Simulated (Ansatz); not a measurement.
# BiBr3 (model cell, started as ReO3 type): a soft mode frozen in

Which phase does BiBr3 (model cell, started as ReO3 type) fall into along its unstable mode, and how much energy does it gain?

Calculated with Ansatz 0.2.0; DFT PBEsol, scalar-relativistic, plane waves, PAW.

Report form: the programs' logs are mostly left out.

The structure was built from a prototype and need not be the compound's stable phase.

In doubt: the program warns that the response may not be converged on this k-mesh (step 2), which bears on the force constants and all frequencies.

## 1. Set-up

The structure is cubic, space group Pm-3m (No. 221). Conventional cell: a = 5.651 Å, b = 5.651 Å, c = 5.651 Å, α = 90.00°, β = 90.00°, γ = 90.00°. Nearest to Bi lie 6 Br at 2.83 Å. Br has 2 Bi at 2.83 Å nearest. Farther neighbours and most contacts between anions are not listed.

## 2. The dispersion

The cell comes from relaxations at this level that are not shown. The mesh has a single point along some directions, so zone-edge points there are not solved. Linear response on a 1×1×1 q mesh gives force constants as far as a supercell of that size would.

input.yaml reads:

```yaml
crystal:
  lattice:
    - [5.6510425019, 0.0, 0.0]
    - [0.0, 5.6510425019, 0.0]
    - [0.0, 0.0, 5.6510425019]
  atoms:
    - { symbol: Bi, position: [0.0, 0.0, 0.0] }
    - { symbol: Br, position: [0.5, 0.0, 0.0] }
    - { symbol: Br, position: [0.0, 0.5, 0.0] }
    - { symbol: Br, position: [0.0, 0.0, 0.5] }
kpoints:
  mp_grid: { grid: [6, 6, 6] }
hamiltonian:
  xc: pbesol
scf:
  occupations: { method: fixed }
output:
  eigenvalues: true
phonons:
  method: dfpt
  dielectric: true
  rigid_motions: translations
  raman: true
  qmesh: [1, 1, 1]
  temperatures: { t_max: 1000, t_step: 50 }
  qpath:
    path:
      - [[0.0, 0.0, 0.0], [0.0, 0.5, 0.0], [0.5, 0.5, 0.0], [0.0, 0.0, 0.0], [0.5, 0.5, 0.5], [0.0, 0.5, 0.0]]
      - [[0.5, 0.5, 0.5], [0.5, 0.5, 0.0]]
    npoints: 10
```

On the command line:

```console
$ ansatz run input.yaml --threads 4 --pin off --max-ram 7168MiB --backend cpu --events-out ev --progress --plain --runs-dir out
```

Wall time 7.8 min (4 threads of Arm Neoverse N1, shared host); peak memory 1.6 GiB.

Numbers from this step:

* gap on the k-mesh: 0.5943 eV
* volume per atom: 45.12 Å³
* sum-rule residual before enforcement: 4.40e-4 eV/Å²
* miss of the charge sum rule: 4.50e-4 e
* estimated error of the dielectric tensor: 0.04045
* estimated error of the Born charges: 0.07954 e
* point group: m-3m
* highest optical mode at the zone centre (no LO-TO term): 49.46 cm⁻¹
* lowest optical zone-centre mode: -53.89 cm⁻¹
* mean high-frequency dielectric constant: 8.326
* largest Born charge (third of the trace): 7.787 e
* top of the zone-centre spectrum with the field: 171.7 cm⁻¹
* lowest mode on the q mesh (acoustic modes at Γ apart): -53.89 cm⁻¹
* highest frequency at a solved wavevector (no LO-TO term at Γ): 49.46 cm⁻¹

Frequencies (cm⁻¹) solved at each irreducible wavevector; negative means imaginary. Frequencies by wavevector, by row:

```csv
q in reciprocal lattice units,star,mode 1,mode 2,mode 3,mode 4,mode 10,mode 11,mode 12
0 0 0,1,-53.9,-53.9,-53.9,-14.1,49.5,49.5,49.5
```

Symmetry leaves 1 wavevectors to solve. The lowest mode among them, the acoustic zeros apart, lies at Γ and is imaginary, 53.9i cm⁻¹, so the energy falls along it.

The log warns of the k mesh: “the force constants stand on the 6×6×6 k-mesh, whose period is 8.03 times the interband length at k = (-0.5000, -0.5000, -0.5000), direct gap 0.594 eV, under 14: take them and everything formed from them as unconverged”.

## 3. The mode frozen in, largest atomic shift 0 Å

The mode followed lies at Γ with frequency 53.9i cm⁻¹ and is 3-fold degenerate, the softest among the wavevectors solved. At small amplitude the distorted cell has space group no. 38 by a symmetry search on the positions. The undistorted cell that holds it gives the zero of energy on the same k mesh.

input.yaml, the sections that differ from step 2:

```yaml
scf:
  occupations: { method: gaussian, width: 0.02 }
output:
  forces: true
  stress: true
  eigenvalues: true
# crystal, kpoints, hamiltonian: as in step 2
# phonons: removed
```

Wall time 2.8 s (4 threads); peak memory 0.46 GiB.

This step gave:

* pressure: -0.001846 GPa
* energy from the undistorted cell: 0 meV/atom

At this level the gap is 0.59 eV on the k-mesh of the self-consistent run, which can miss the band edges.

## 4. The mode frozen in, largest atomic shift 0.08 Å

The atoms are moved along the unstable eigenvector, the largest shift by 0.08 Å, with the cell fixed.

input.yaml, the sections that differ from step 3:

```yaml
crystal:
  lattice:
    - [5.6510425019, 0.0, 0.0]
    - [0.0, 5.6510425019, 0.0]
    - [0.0, 0.0, 5.6510425019]
  atoms:
    - { symbol: Bi, position: [0.0, 0.0100102844, 0.0100102844] }
    - { symbol: Br, position: [0.5, -0.0086442964, -0.0086442964] }
    - { symbol: Br, position: [0.0, 0.4911077604, -0.0086442964] }
    - { symbol: Br, position: [0.0, -0.0086442964, 0.4911077604] }
# kpoints, hamiltonian, scf, output: as in step 3
```

Elapsed: 9.1 s, on 4 threads; peak memory 0.5 GiB.

This step gave:

```yaml
pressure: 0.2381 GPa
gap_on_the_k_mesh: 0.6488 eV
energy_from_the_undistorted_cell: -2.351 meV/atom
```

The energy, extrapolated to zero smearing, is -2.35 meV/atom against the undistorted cell.

The run ends at a pressure of 0.24 GPa, with forces up to 0.076 eV/Å.

## 5. Energy along the mode, all amplitudes (two of the runs are shown above)

An imaginary frequency means negative curvature, so the energy should fall and then rise again as anharmonic terms take over.

Numbers from this step:

- depth at the lowest point sampled: 2.351 meV/atom
- largest atomic shift at that point: 0.08 Å

Table of energy from the parent by largest atomic shift:

```csv
largest atomic shift (Å),energy from the parent (meV/atom)
0.0000,0
0.0400,-0.771
0.0800,-2.35
0.1400,-1.67
0.2200,20.1
```

Displacement at unit largest shift by atom:

```csv
atom,x (Å),y (Å),z (Å),size
Bi1,0.000,0.707,0.707,1.000
Br2,0.000,-0.611,-0.611,0.864
Br3,0.000,-0.628,-0.611,0.876
Br4,0.000,-0.611,-0.628,0.876
```

The lowest of the steps tried is at 0.08 Å, 2.35 meV/atom below the parent; the bottom of the well need not coincide with a step.

## 6. Relaxation from the frozen mode

Starting from the lowest point found, all atoms and the cell are let go, so that strain and other modes of the same symmetry can join in.

input.yaml: that of step 4 with these lines changed.

```diff
@@ -15,3 +15,3 @@
 scf:
-  occupations: { method: gaussian, width: 0.02 }
+  occupations: { method: fixed }
 output:
@@ -20 +20,6 @@
   eigenvalues: true
+relax:
+  adjacent_minimum: "off"
+  f_tol: 0.002
+  max_steps: 120
+  cell: { stress_tol: 0.03 }
```

It took 1.9 min on 4 threads; peak memory 0.55 GiB.

Step by step:

```csv
step,energy less that of the first step (eV),largest force component (eV/Å),pressure (GPa),volume (Å³)
1,0.0000,0.0535,0.24,180.46
2,-0.0083,0.1066,-0.04,181.84
3,-0.0068,0.2256,-0.42,181.01
4,-0.0219,0.1171,-0.02,181.11
5,-0.0350,0.0607,0.01,182.33
6,-0.0369,0.0293,-0.09,184.79
7,-0.0375,0.0282,0.08,184.10
8,-0.0377,0.0035,-0.01,184.41
9,-0.0377,0.0017,0.00,184.36
10,-0.0377,0.0004,0.00,184.39
11*,-0.0380,0.0002,0.00,184.39
```

Relaxation steps marked * repeat the geometry before them on a plane-wave basis chosen anew for their cell, so energy and pressure can jump there. Relaxation step 3 was tried and not accepted.

The run keeps the 4 symmetry operations that it works with, so distortions that break them were not tested.

```csv
"conventional cell, symmetrised",before,after,change
a (Å),5.651,5.578,-1.3 %
b (Å),7.992,7.852,-1.8 %
c (Å),7.992,8.420,+5.4 %
volume (Å³/atom),45.12,46.10,+2.2 %
```

The atoms that moved most (Å, as changes of fractional coordinates times the final cell):

```csv
atom,dx,dy,dz,length
Bi1,0.000,0.163,0.163,0.230
Br2,0.000,-0.118,-0.118,0.167
Br3,0.000,0.049,-0.094,0.106
Br4,0.000,-0.094,0.049,0.106
```

Final coordinates:

```xyz
4
Lattice="5.5781 0.0000 0.0000 0.0000 5.7530 0.2011 0.0000 0.2011 5.7530" Properties=species:S:1:pos:R:3 pbc="T T T"
Bi    0.0000    0.2223    0.2223
Br    2.7891   -0.1694   -0.1694
Br    0.0000    2.8728   -0.0449
Br    0.0000   -0.0449    2.8728
```

Numbers from this step:

```
pressure          : -1.47e-4 GPa
gap on the k-mesh : 1.352 eV
volume per atom   : 46.10 Å³
```

The distorted start has space group Amm2; the relaxation ends in Amm2.

## 7. Modes of the new phase

A relaxed structure may still be a saddle point, so its zone-centre modes are computed. The response to a homogeneous field gives the Born charges and the dielectric tensor, and its change with displacement the Raman tensors.

input.yaml reads:

```yaml
crystal:
  lattice:
    - [5.5781055523, 0.0, 0.0]
    - [0.0, 5.7530047114, 0.2010665016]
    - [0.0, 0.2010665016, 5.7530047114]
  atoms:
    - { symbol: Bi, position: [0.0, 0.0373332007, 0.0373332007] }
    - { symbol: Br, position: [0.5, -0.0284524981, -0.0284524981] }
    - { symbol: Br, position: [0.0, 0.5002354869, -0.0252867374] }
    - { symbol: Br, position: [0.0, -0.0252867374, 0.5002354869] }
kpoints:
  mp_grid: { grid: [6, 6, 6] }
hamiltonian:
  xc: pbesol
scf:
  occupations: { method: fixed }
output:
  eigenvalues: true
phonons:
  method: dfpt
  dielectric: true
  rigid_motions: translations
  raman: true
```

Run time: 17 min. Hardware: 4 threads; peak memory 2.4 GiB.

The run was cut off at the time limit after its SCF cycle had converged; no result of it is taken.

The program's message: “Warning: RAYON”

## 8. Summary of results

| Property | Result |
| --- | --- |
| unstable mode of the parent | q = (0, 0, 0), 54i cm⁻¹ |
| depth at the lowest point sampled | 2.35 meV/atom |
| largest atomic shift at that point | 0.08 Å |
| space group reached (within 0.01 Å) | Amm2 |
| energy gained over the parent (first relaxation, on the mesh of the frozen mode) | 11.9 meV/atom |
| volume per atom, phase reached | 46.1 Å³ |
| gap on the k-mesh, phase reached | 1.35 eV |

Along this mode the structure falls into Amm2, 11.9 meV/atom below the parent. At the parent's cell the well is 2.351 meV/atom deep on the steps tried, with its lowest point at a shift of 0.08 Å. Relaxing atoms and cell changes the gain by +9.50 meV/atom against the lowest step (energies at zero smearing). Most of the total comes from this relaxation. The modes of the phase reached were not computed on this path. Of the 6 patterns followed to their end from this parent, this one ends 0.562 meV/atom above the lowest, R3m. Another end point lies within 1 meV/atom; how such a difference moves with mesh and cutoff was not tested. Each path keeps the symmetry of its pattern, so a lower phase may lie along a pattern not tried. With the field response the log warns that the k mesh is coarse for the force constants too, so the frequencies may not be converged. The q mesh is too sparse to interpolate, so only the solved wavevectors are given. Spin-orbit coupling is left out, which can matter for the heavy elements here. The starting cell was built on a prototype and not taken from a measurement, so the phase need not exist.

[Logs are printed without paths, hosts, clocks, repeated set-up lines and the standing remarks that a program may print on its own settings, such as how far it seeks lower states.]

[Hosts, paths, dates, database ids (printed as entryN), source tags and the programs' standing remarks are cut or masked in the printed files.]
